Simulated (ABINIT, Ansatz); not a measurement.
Records of electronic-structure calculations.

### Quasiparticle gap of K2H6Pt (Fm-3m) in ABINIT

The structure is cubic, space group Fm-3m (No. 225). The conventional cell has a = 8.120 Å, b = 8.120 Å, c = 8.120 Å, α = 90.00°, β = 90.00°, γ = 90.00°. Nearest to K lie 12 H at 2.90 Å. H has 1 Pt at 1.64 Å and 4 H at 2.32 Å and 4 K at 2.90 Å nearest. Nearest to Pt lie 6 H at 1.64 Å. Farther neighbours, and contacts between anions beyond the nearest, are not listed.

* method: RPA screening on LDA, plane waves, norm-conserving pseudopotentials (and 2 further levels or steps)
* program: ABINIT 10.8.3
* settings: cutoff 34 Ha, PseudoDojo scalar-relativistic 0.4.1 standard, norm-conserving, ngkpt (2, 2, 2), nband 238, ecuteps 6.5 Ha, inclvkb 2, shiftk (0, 0, 0), symchi 1, awtr 1, frequency ppm, 2×2×2 k-mesh
* cost: 4 runs, 5.7 min in all on 4 MPI ranks of Arm Neoverse V1, shared host
* notes: The program’s warnings: nproc spkpt=  >= nkpt= * nsppol=. The cell and positions are those that the Materials Project relaxed with its own functionals (PBE, PBE+U or r2SCAN), kept fixed. Limits: no spin polarisation; d states lean on the start; no spin-orbit coupling. The 2×2×2 mesh is coarse for this cell, which bears on the long-range parts of exchange and screening. The runs have no spin polarisation. For a closed low-spin shell that is the natural state; where a d or f shell is open it is a constraint, and the gap is then not the crystal’s own.
* LDA gap: 3.72 eV, indirect
* G0W0 gap on the mesh: 6.17 eV
* GW settings: 2×2×2 mesh, 238 bands, screening to 176.9 eV, Godby-Needs plasmon pole
* known limits: short of the basis limit; no spin polarisation; d states lean on the start; no spin-orbit coupling; coarse k mesh

G0W0 moves the gap on the mesh from 3.72 eV to 6.17 eV (+2.46 eV), with Z of 0.82 and 0.85 at the edges. Local fields lower the RPA ε∞ on this mesh from 3.88 to 3.01; a Γ-centred mesh this coarse tends to raise both, most where the direct gap is narrow, while a short band sum lowers them.

[Paths, hosts, dates, memory and timing lines, banners, echoed tables and standing remarks are left out of the program output; an Ansatz launch command may be rebuilt from the run's recorded settings. Measured values are a selection of at most five: reports struck by readers or far from the other reports are left out. None is set beside runs whose start may be inverted or whose files or cutoffs have a known fault.]

[Runs of the session that timed out or met a known fault of the program may be left out.]

[Hosts, paths, dates, database ids (printed as entryN), source tags and the programs' standing remarks are cut or masked in the printed files.]

[G0W0 gaps are taken among the corrected bands and points alone; a level outside them can change the order at an edge.]

[Where Ansatz stands beside ABINIT at settings called matched, ABINIT's density can come from a denser mesh and the files from another edition; pairs whose starting gaps differed by over 0.03 eV were left out, so agreement reads better than it is.]
